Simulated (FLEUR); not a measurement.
# Magnetic state of CrO2 from several starts, part 2 of 2

Does CrO2 prefer parallel or opposed moments?

FLEUR MaX-R8.1; PBE with U = 3.5 eV on Cr d; all-electron FLAPW, Dirac cores, scalar-relativistic bands.

So far. Step 2 (Start 1: ferro ++): After 25 cycles the largest moment stands at 2.26 μB.

## (3) Run 2 (antiferro +-)

Another pattern of signs weighs the neighbour shells otherwise.

inp.xml reads:

```
<?xml version="1.0" encoding="UTF-8" standalone="no"?>
<fleurInput fleurInputVersion="0.39">
   <comment>
      CrO2
   </comment>
   <calculationSetup>
      <cutoffs Kmax="4.4" Gmax="13.2" GmaxXC="13.2" numbands="0"/>
      <scfLoop itmax="120" minDistance="0.0001" maxIterBroyd="15" imix="Anderson" alpha="0.05" precondParam="0.0" spinf="2.0" sdNocoIR="T"/>
      <coreElectrons ctail="T" frcor="F" kcrel="0" coretail_lmax="0"/>
      <xcFunctional name="pbe" relativisticCorrections="F"/>
      <magnetism jspins="2"/>
      <soc l_soc="F" theta="0.0" phi="0.0" spav="F"/>
      <expertModes spex="0" secvar="F"/>
      <geometryOptimization l_f="F" forcealpha="1.0" forcemix="BFGS" epsdisp="0.00001" epsforce="0.00001"/>
      <ldaU l_linMix="F" mixParam="0.05" spinf="1.0"/>
   </calculationSetup>
   <cell>
      <bzIntegration valenceElectrons="52.0" mode="hist" fermiSmearingEnergy="0.00367493">
         <kPointListSelection listName="default-1"/>
         <xi:include xmlns:xi="http://www.w3.org/2001/XInclude" href="kpts.xml"> </xi:include>
      </bzIntegration>
      <xi:include xmlns:xi="http://www.w3.org/2001/XInclude" href="sym.xml"> </xi:include>
      <bulkLattice scale="1.0">
         <bravaisMatrix>
            <row-1>    8.3544791968565999     0.0000000000000000     0.0000000000000000</row-1>
            <row-2>    0.0000000000000000     8.3544791968565999     0.0000000000000000</row-2>
            <row-3>    0.0000000000000000     0.0000000000000000     5.5123311054581992</row-3>
         </bravaisMatrix>
      </bulkLattice>
   </cell>
   <atomSpecies>
      <species name="Chromium (3.000" element="Cr" atomicNumber="24">
         <mtSphere radius="2.22" gridPoints="735" logIncrement="0.016"/>
         <atomicCutoffs lmax="8" lnonsphr="6"/>
         <electronConfig flipSpins="F">
            <coreConfig>(1s1/2) (2s1/2) (2p1/2) (2p3/2)</coreConfig>
            <valenceConfig>(3s1/2) (3p1/2) (3p3/2) (4s1/2) (3d3/2) (3d5/2)</valenceConfig>
            <stateOccupation state="(4s1/2)" spinUp="0.5" spinDown="0.5"/>
            <stateOccupation state="(3d3/2)" spinUp="1.0" spinDown="1.0"/>
            <stateOccupation state="(3d5/2)" spinUp="3.0" spinDown="0.0"/>
         </electronConfig>
         <energyParameters s="4" p="4" d="3" f="4"/>
         <ldaU l="2" U="3.5" J="0.0" l_amf="F"/>
         <lo type="SCLO" l="0" n="3" eDeriv="0"/>
         <lo type="SCLO" l="1" n="3" eDeriv="0"/>
      </species>
      <species name="Chromium (-3.000" element="Cr" atomicNumber="24">
         <mtSphere radius="2.22" gridPoints="735" logIncrement="0.016"/>
         <atomicCutoffs lmax="8" lnonsphr="6"/>
         <electronConfig flipSpins="F">
            <coreConfig>(1s1/2) (2s1/2) (2p1/2) (2p3/2)</coreConfig>
            <valenceConfig>(3s1/2) (3p1/2) (3p3/2) (4s1/2) (3d3/2) (3d5/2)</valenceConfig>
            <stateOccupation state="(4s1/2)" spinUp="0.5" spinDown="0.5"/>
            <stateOccupation state="(3d3/2)" spinUp="1.0" spinDown="1.0"/>
            <stateOccupation state="(3d5/2)" spinUp="0.0" spinDown="3.0"/>
         </electronConfig>
         <energyParameters s="4" p="4" d="3" f="4"/>
         <ldaU l="2" U="3.5" J="0.0" l_amf="F"/>
         <lo type="SCLO" l="0" n="3" eDeriv="0"/>
         <lo type="SCLO" l="1" n="3" eDeriv="0"/>
      </species>
      <species name="Oxygen (O)" element="O" atomicNumber="8">
         <mtSphere radius="1.25" gridPoints="415" logIncrement="0.025"/>
         <atomicCutoffs lmax="6" lnonsphr="4"/>
         <electronConfig flipSpins="F">
            <coreConfig>(1s1/2)</coreConfig>
            <valenceConfig>(2s1/2) (2p1/2) (2p3/2)</valenceConfig>
            <stateOccupation state="(2p1/2)" spinUp="0.666667" spinDown="0.666667"/>
            <stateOccupation state="(2p3/2)" spinUp="1.333333" spinDown="1.333333"/>
         </electronConfig>
         <energyParameters s="2" p="2" d="3" f="4"/>
      </species>
   </atomSpecies>
   <atomGroups>
      <atomGroup species="Chromium (3.000">
         <relPos label="                   1">.0000000000 .0000000000 .0000000000</relPos>
         <force calculate="T" relaxXYZ="TTT"/>
      </atomGroup>
      <atomGroup species="Chromium (-3.000">
         <relPos label="                   2">1.000/2.000 1.000/2.000 1.000/2.000</relPos>
         <force calculate="T" relaxXYZ="TTT"/>
      </atomGroup>
      <atomGroup species="Oxygen (O)">
         <relPos label="                   3">.3010000000 .3010000000 .0000000000</relPos>
         <relPos label="                   5">-.3010000000 -.3010000000 .0000000000</relPos>
         <force calculate="T" relaxXYZ="TTT"/>
      </atomGroup>
      <atomGroup species="Oxygen (O)">
         <relPos label="                   4">.1990000000 -.1990000000 1.000/2.000</relPos>
         <relPos label="                   6">-.1990000000 .1990000000 1.000/2.000</relPos>
         <force calculate="T" relaxXYZ="TTT"/>
      </atomGroup>
   </atomGroups>
   <output dos="F" band="F" slice="F">
      <bandDOS minEnergy="-.5*Htr" maxEnergy="0.5*Htr" sigma="0.015" storeEVData="T"/>
      <plotting iplot="0" polar="F">
         <plot TwoD="T" vec1="  1.0  0.0  0.0" vec2="  0.0  1.0  0.0" vec3="  0.0  0.0  1.0" zero="  0.0  0.0  0.0" file="plot"/>
      </plotting>
      <moessbauerParams electricFieldGradient="F" isomerShift="F" coreHyperfine="F" valenceHyperfine="F"/>
   </output>
</fleurInput>
```

crystal.txt reads:

```
CrO2
&input film=F cartesian=F /
4.42100000000  0.00000000000  0.00000000000
0.00000000000  4.42100000000  0.00000000000
0.00000000000  0.00000000000  2.91700000000
1.8897261246
1.0 1.0 1.0

6
24 0.00000000000  0.00000000000  0.00000000000 : 3.000
24 0.50000000000  0.50000000000  0.50000000000 : -3.000
8 0.30100000000  0.30100000000  0.00000000000
8 0.19900000000  0.80100000000  0.50000000000
8 0.69900000000  0.69900000000  0.00000000000
8 0.80100000000  0.19900000000  0.50000000000

&kpt div1=8 div2=8 div3=10 gamma=T /
```

On the command line:

```sh
OMP_NUM_THREADS=1 inpgen -f crystal.txt > inpgen.log  # inp.xml is then edited as shown
OMP_NUM_THREADS=1 mpirun -n 2 fleur_MPI > fleur.log
```

The program printed:

```text
[banner, memory and clock lines left out]
Welcome to FLEUR        (www.flapw.de)
      MaX-Release 8.1          (www.max-centre.eu)

 ========== k-point set info ==========
 Selected k-point list: default-1
 k-point list type: mesh
 8 x 8 x 10
 Number of k points: 126

 ------------Calculation Setup---------------------------
 Number of PE/node        :            2
 Number of OMP-threads    :            1
 k-points in parallel     :            2
 pe's per k-point         :            1
 No of k-point loops      :           63
 Eigenvalue solver        :       lapack
 Number of basis functions:          608
 Approximate size of matrices (H+S) per k-point:         0.006 GB
 no density matrix found ... skipping LDA+U
 Reset of history
 Iteration:     1   Distance:      52.37334340 me/bohr^3
 Iteration:     2   Distance:      46.89187703 me/bohr^3
 Iteration:     3   Distance:      39.96306224 me/bohr^3
 Iteration:     4   Distance:      28.90675465 me/bohr^3
 Iteration:     5   Distance:      36.99111854 me/bohr^3
 Iteration:     6   Distance:      38.66557950 me/bohr^3
 Iteration:     7   Distance:      12.50352290 me/bohr^3
 Iteration:     8   Distance:      10.87773657 me/bohr^3
 Iteration:     9   Distance:      11.82458320 me/bohr^3
 Iteration:    10   Distance:       4.29123071 me/bohr^3
 Iteration:    11   Distance:       2.88201434 me/bohr^3
 Iteration:    12   Distance:       3.47415519 me/bohr^3
 Iteration:    13   Distance:       1.90402788 me/bohr^3
 Iteration:    14   Distance:       0.58720895 me/bohr^3
 Iteration:    15   Distance:       0.51988770 me/bohr^3
 Iteration:    16   Distance:       0.15507281 me/bohr^3
 Iteration:    17   Distance:       0.14856535 me/bohr^3
 Iteration:    18   Distance:       0.08553050 me/bohr^3
 Iteration:    19   Distance:       0.04100750 me/bohr^3
 Iteration:    20   Distance:       0.03697179 me/bohr^3
 Iteration:    21   Distance:       0.02887694 me/bohr^3
 Iteration:    22   Distance:       0.02684139 me/bohr^3
 Iteration:    23   Distance:       0.01119808 me/bohr^3
 Iteration:    24   Distance:       0.00575655 me/bohr^3
 Iteration:    25   Distance:       0.00581774 me/bohr^3
 Iteration:    26   Distance:       0.00066755 me/bohr^3
 Iteration:    27   Distance:       0.00083047 me/bohr^3
 Iteration:    28   Distance:       0.00020348 me/bohr^3
 Iteration:    29   Distance:       0.00006085 me/bohr^3

 ********************************************************************
 Run finished successfully
 Stop message:
   all done
 ********************************************************************

--- out.xml (last complete iteration) ---
<iteration numberForCurrentRun="   29" overallNumber="   29">
         [... left out ...]
         <bandgap value="0.0421957150" units="eV"/>
         <sumValenceSingleParticleEnergies value="-25.0808448220" units="Htr"/>
         <FermiEnergy value="0.2675329841" units="Htr"/>
         <valenceDensity>
            <mtCharges spin="1">
               <mtCharge atomType="1" total="7.1981400" s="1.1369784" p="3.1894262" d="2.7885380" f="0.0613238"/>
               <mtCharge atomType="2" total="5.2406422" s="1.1264733" p="3.1797006" d="0.8509527" f="0.0605253"/>
               <mtCharge atomType="3" total="1.9486254" s="0.6133091" p="1.3333823" d="0.0016518" f="0.0002401"/>
               <mtCharge atomType="4" total="1.9639262" s="0.6134981" p="1.3479963" d="0.0020835" f="0.0002984"/>
            </mtCharges>
            <mtCharges spin="2">
               <mtCharge atomType="1" total="5.2406359" s="1.1264726" p="3.1796996" d="0.8509482" f="0.0605252"/>
               <mtCharge atomType="2" total="7.1981344" s="1.1369787" p="3.1894267" d="2.7885314" f="0.0613239"/>
               <mtCharge atomType="3" total="1.9639292" s="0.6134981" p="1.3479993" d="0.0020835" f="0.0002984"/>
               <mtCharge atomType="4" total="1.9486266" s="0.6133094" p="1.3333833" d="0.0016518" f="0.0002401"/>
            </mtCharges>
            <spinDependentCharge spin="1" total="26.0000011" interstitial="5.7361159" mtSpheres="20.2638852"/>
            <spinDependentCharge spin="2" total="25.9999989" interstitial="5.7361172" mtSpheres="20.2638817"/>
            <totalCharge value="52.0000000000"/>
         </valenceDensity>
         [... left out ...]
         <magneticMomentsInMTSpheres units="muBohr">
            <globalMagMoment atomType="1" vec="0.00000   0.00000   1.95750"/>
            <localMagMoment atomType="1" vec="0.00000   0.00000   1.95750"/>
            <globalMagMoment atomType="2" vec="0.00000   0.00000  -1.95749"/>
            <localMagMoment atomType="2" vec="0.00000   0.00000  -1.95749"/>
            <globalMagMoment atomType="3" vec="0.00000   0.00000  -0.01530"/>
            <localMagMoment atomType="3" vec="0.00000   0.00000  -0.01530"/>
            <globalMagMoment atomType="4" vec="0.00000   0.00000   0.01530"/>
            <localMagMoment atomType="4" vec="0.00000   0.00000   0.01530"/>
         </magneticMomentsInMTSpheres>
         [... left out ...]
         <totalEnergy value="    -2402.5901271779" units="Htr">
            <sumOfEigenvalues value="    -1375.6557678572">
               <coreElectrons value="-1350.5749230352"/>
               <valenceElectrons value="-25.0808448220"/>
            </sumOfEigenvalues>
            <densityCoulombPotentialIntegral value="-3631.1180736327"/>
            <densityEffectivePotentialIntegral value="-3801.5066529399"/>
            <chargeDenXCDenIntegral value="-131.6587717082"/>
            <FockExchangeEnergyValence value="0.0000000000"/>
            <FockExchangeEnergyCore value="0.0000000000"/>
         [... left out ...]
            <dftUCorrection value="-0.2819539447"/>
            <tkbTimesEntropy value="0.0006825616"/>
            <freeEnergy value="-2402.5908097396"/>
            <extrapolationTo0K value="-2402.5904684587"/>
         </totalEnergy>
         [... left out ...]
         <ldaUDensityMatrixConvergence>
            <distance spin="1" distance="0.000004"/>
            <distance spin="2" distance="0.000005"/>
         </ldaUDensityMatrixConvergence>
         <densityConvergence units="me/bohr^3">
            <chargeDensity spin="1" distance="0.0000389542"/>
            <chargeDensity spin="2" distance="0.0000423602"/>
            <overallChargeDensity distance="0.0000540451"/>
            <spinDensity distance="0.0000608504"/>
         </densityConvergence>
      </iteration>
```

The job ended after 13 min (2 MPI ranks of Arm Neoverse N1, shared host; peak memory 0.21 GiB).

Spin moment in the muffin-tin sphere by atom:

```tsv
atom	spin moment in the muffin-tin sphere (μB)
Cr1	1.96
Cr2	-1.96
O3	-0.02
O4	0.02
O5	-0.02
O6	0.02
```

This step gave:

```yaml
free_energy: -65377.8265 eV
program_s_band_gap_on_this_mesh_in_a_metal_only_a_level_spacing: 0.04220 eV
magnetization: 0 μB
final_state: antiferromagnetic
```

It lies 169 meV a seeded atom over the first start, and its largest moment is 1.96 μB against 2.26 μB.

## (4) Ranking

Free energies are divided by the number of seeded atoms.

Orders:

```tsv
start	final state	typed order kept	energy over the lowest (meV a seeded atom)	largest sphere moment (μB)	net moment (μB a primitive cell)	mesh matched	CPU time (s)
ferro ++	ferromagnetic, with opposed induced moments	yes	0	2.263	4	yes	882.5
antiferro +-	antiferromagnetic	yes	169.4	1.958	0	yes	1544
```

## (5) Results

* lowest state found: ferromagnetic (typed ferro ++)
* largest site spin moment: 2.26 μB
* next finished state: antiferromagnetic, 169 meV a seeded atom higher

**Reading.** The lowest state found is ferromagnetic, reached from the start ferro ++, with moments up to 2.26 μB. The next finished state costs 169 meV a seeded atom. This is the lowest of 2 finished starts, no proof of the ground state.

[Logs and program files are shortened in this print: banners, set-up blocks, solver, clock and traceback lines can be left out without a mark of their own.]

[Logs are printed without paths, hosts, clocks, repeated set-up lines and the standing remarks that a program may print on its own settings, such as how far it seeks lower states.]

[Hosts, paths, dates, database ids (printed as entryN), source tags and the programs' standing remarks are cut or masked in the printed files.]

[Where a cell is said to come from a database of computed structures, the database is the Materials Project.]
